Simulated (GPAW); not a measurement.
# Screening of a field by Hf2NS2 MXene monolayer, part 3 of 3

How does Hf2NS2 MXene monolayer screen a perpendicular field?

GPAW 26.7.0; GPAW, PAW setups; layer in a repeated cell with vacuum, relaxation of atoms and in-plane cell (the session's first sound run).

So far. Step 8 (Field on): The dipole is now 0.0409 e Å, against 3.6e-4 in the run without a field. Step 9 (In a field): The dipole is now 0.0819 e Å, against 3.6e-4 in the run without a field.

## 10. In a field

Level of this step: GPAW, PAW setups; slab in vacuum (GPAW).

run.py

```python
import json
import numpy as np
from ase import Atoms
from gpaw import GPAW, PW
from gpaw.external import ConstantElectricField

slab = Atoms(
    ['S', 'Hf', 'N', 'Hf', 'S'],
    positions=[
        [-0.00000, 1.95896, 7.00000],
        [1.69652, 0.97948, 8.56495],
        [-0.00000, 0.00000, 9.84956],
        [-0.00000, 1.95896, 11.13418],
        [1.69652, 0.97948, 12.69914]],
    cell=[[3.39303, -0.0, 0.0], [-1.69652, 2.93846, 0.0], [0.0, 0.0, 19.6991]],
    pbc=[True, True, False])

slab.calc = GPAW(mode=PW(500), xc='PBE', kpts={'size': (12, 12, 1), 'gamma': True},
                 occupations={'name': 'fermi-dirac', 'width': 0.05}, nbands='160%',
                 convergence={'density': 1e-05}, maxiter=200,
                 poissonsolver={'dipolelayer': 'xy'},
                 external=ConstantElectricField(0.3, [0, 0, 1]),
                 symmetry={'tolerance': 1e-3}, txt='slab.txt')
result = {}
energy = slab.get_potential_energy()
fermi = slab.calc.get_fermi_level()
v = slab.calc.get_electrostatic_potential().mean((0, 1)) - fermi
n = slab.calc.get_pseudo_density().mean((0, 1))
L = slab.cell[2, 2]
z = np.arange(len(v)) * L / len(v)
low, high = slab.positions[:, 2].min(), slab.positions[:, 2].max()
below, above = np.interp([low - 4.8, high + 4.8], z, v)
slopes = [np.interp(x, z, np.gradient(v, z)) for x in (low - 4.8, high + 4.8)]
eps = np.array([[slab.calc.get_eigenvalues(k, s) for k in range(len(slab.calc.get_ibz_k_points()))]
                for s in range(slab.calc.get_number_of_spins())]) - fermi
top, bottom = eps[eps < 0].max(), eps[eps > 0].min()
dipole = slab.get_dipole_moment()[2]
print(f'energy {energy:.4f} eV, Fermi level {fermi:.4f} eV, dipole {dipole:.5f} e A')
print(f'potential 4.8 A off the faces, from the Fermi level: lower {below:.4f} eV, upper {above:.4f} eV')
print(f'slope of the potential there: lower {slopes[0]:.5f}, upper {slopes[1]:.5f} eV/A')
print(f'nearest levels on the mesh: {top:.4f} and {bottom:.4f} eV')
print('magnetic moment', round(slab.get_magnetic_moment(), 3))
result.update(energy=energy, fermi=fermi, dipole=dipole, below=below, above=above, slopes=slopes, edges=[top, bottom],
              z=z.tolist(), v=v.tolist(), n=n.tolist(), positions=slab.positions.tolist(),
              forces=slab.get_forces(apply_constraint=False).tolist(), moments=slab.get_magnetic_moments().tolist())
json.dump(result, open('result.json', 'w'))
```

Launch:

```
$ OMP_NUM_THREADS=1 OPENBLAS_NUM_THREADS=1 python run.py
```

What it wrote:

```text
energy -38.8144 eV, Fermi level 0.6042 eV, dipole 0.12282 e A
potential 4.8 A off the faces, from the Fermi level: lower 6.6651 eV, upper 4.4362 eV
slope of the potential there: lower -0.00028, upper 0.00024 eV/A
nearest levels on the mesh: -0.0284 and 0.0165 eV
magnetic moment 0.0
```

Elapsed: 6.5 min, on 1 thread of Intel Xeon Platinum 8259CL at 2.50GHz (Skylake/Cascade Lake), shared host; peak memory 0.55 GiB.

The electrostatic potential energy of an electron (without an applied field's), less the Fermi level, planar mean by z:

```
z (Å)  electrostatic potential energy of an electron (without an applied field's), less the Fermi level, planar mean (eV)
  0.0                                                                                                                5.55
  0.5                                                                                                                6.67
  1.0                                                                                                                6.67
  1.5                                                                                                                6.67
  2.0                                                                                                                6.67
  2.5                                                                                                                6.67
  3.0                                                                                                                6.66
  3.5                                                                                                                6.66
  4.0                                                                                                                6.66
  4.5                                                                                                                6.65
  5.0                                                                                                                6.58
  5.5                                                                                                                6.27
  6.0                                                                                                                4.74
  6.5                                                                                                               -2.14
  7.0                                                                                                               -15.0
  7.5                                                                                                               -6.24
  8.0                                                                                                               -9.23
  8.5                                                                                                               -19.9
  9.0                                                                                                               -12.8
  9.5                                                                                                               -7.25
 10.0                                                                                                               -10.2
 10.5                                                                                                               -8.99
 11.0                                                                                                               -20.0
 11.5                                                                                                               -15.1
 12.0                                                                                                               -6.52
 12.5                                                                                                               -14.1
 13.0                                                                                                               -9.78
 13.5                                                                                                                1.06
 14.0                                                                                                                3.77
 14.5                                                                                                                4.31
 15.0                                                                                                                4.41
 15.5                                                                                                                4.43
 16.0                                                                                                                4.44
 16.5                                                                                                                4.44
 17.0                                                                                                                4.44
 17.5                                                                                                                4.44
 18.0                                                                                                                4.44
 18.5                                                                                                                4.44
 19.0                                                                                                                4.44
 19.5                                                                                                                4.92
```

The dipole is now 0.123 e Å, against 3.6e-4 in the run without a field.

## 11. The series

The members are put on one axis.

This step: induced dipole against applied field (GPAW 26.7.0).

Table of dipole along the normal by field:

```
field (V/Å)  dipole along the normal (e·Å)
     -0.200                        -0.0819
     -0.100                        -0.0409
     -0.050                        -0.0205
      0.000                         3.6e-4
      0.050                         0.0205
      0.100                         0.0409
      0.200                         0.0819
      0.300                          0.123
```

## 12. A changed run

One more run, with changed settings.

This step: GPAW, PAW setups; slab in vacuum (GPAW 26.7.0).

run.py: that of step 10 with these lines changed.

```diff
@@ -4,3 +4,2 @@
 from gpaw import GPAW, PW
-from gpaw.external import ConstantElectricField
 
@@ -19,5 +18,4 @@
                  occupations={'name': 'fermi-dirac', 'width': 0.05}, nbands='160%',
-                 convergence={'density': 1e-05}, maxiter=200,
+                 convergence={'density': 1e-05}, maxiter=3,
                  poissonsolver={'dipolelayer': 'xy'},
-                 external=ConstantElectricField(0.3, [0, 0, 1]),
                  symmetry={'tolerance': 1e-3}, txt='slab.txt')
```

What it wrote:

```text
gpaw.KohnShamConvergenceError
```

Elapsed: 33 s, on 1 thread; peak memory 0.26 GiB.

The run stopped without converging, so none of its numbers is a property of the system.

The fault put into the input: too few SCF iterations (maxiter = 3).

## 13. Outcome

```
work function, upper and lower face            : 5.542 and 5.551 eV
dipole along the normal                        : 3.6e-4 e Å, near the numerical noise
induced dipole per field                       : 0.409 e Å per V/Å
out-of-plane polarisability per area, α/(ε0 A) : 7.43 Å
```

What this shows: The field induces 0.409 e Å per V/Å, a polarisable thickness α/(ε0 A) of 7.43 Å beside 5.70 Å between the outermost nuclei. A perfect conductor would give the distance between its two image planes; a dielectric of thickness t gives t(1 - 1/ε). The induced dipole is linear in the field over this range. The starting lattice was a guess from atomic radii; the relaxation moved it by 5 %. The small printed dipole stands for a step of -6.4 meV from the lower to the upper face, and the probes find -9.5 meV; values this small are near the numerical noise of both. The cell holds an odd number of electrons, so without spin polarisation it must come out metallic and without a moment, whatever its true state. The layer's cell and atoms come from the relaxation; spin-orbit coupling and temperature are left out.

[Logs are printed without paths, hosts, clocks, repeated set-up lines and the standing remarks that a program may print on its own settings, such as how far it seeks lower states.]

[Hosts, paths, dates, database ids (printed as entryN), source tags and the programs' standing remarks are cut or masked in the printed files.]
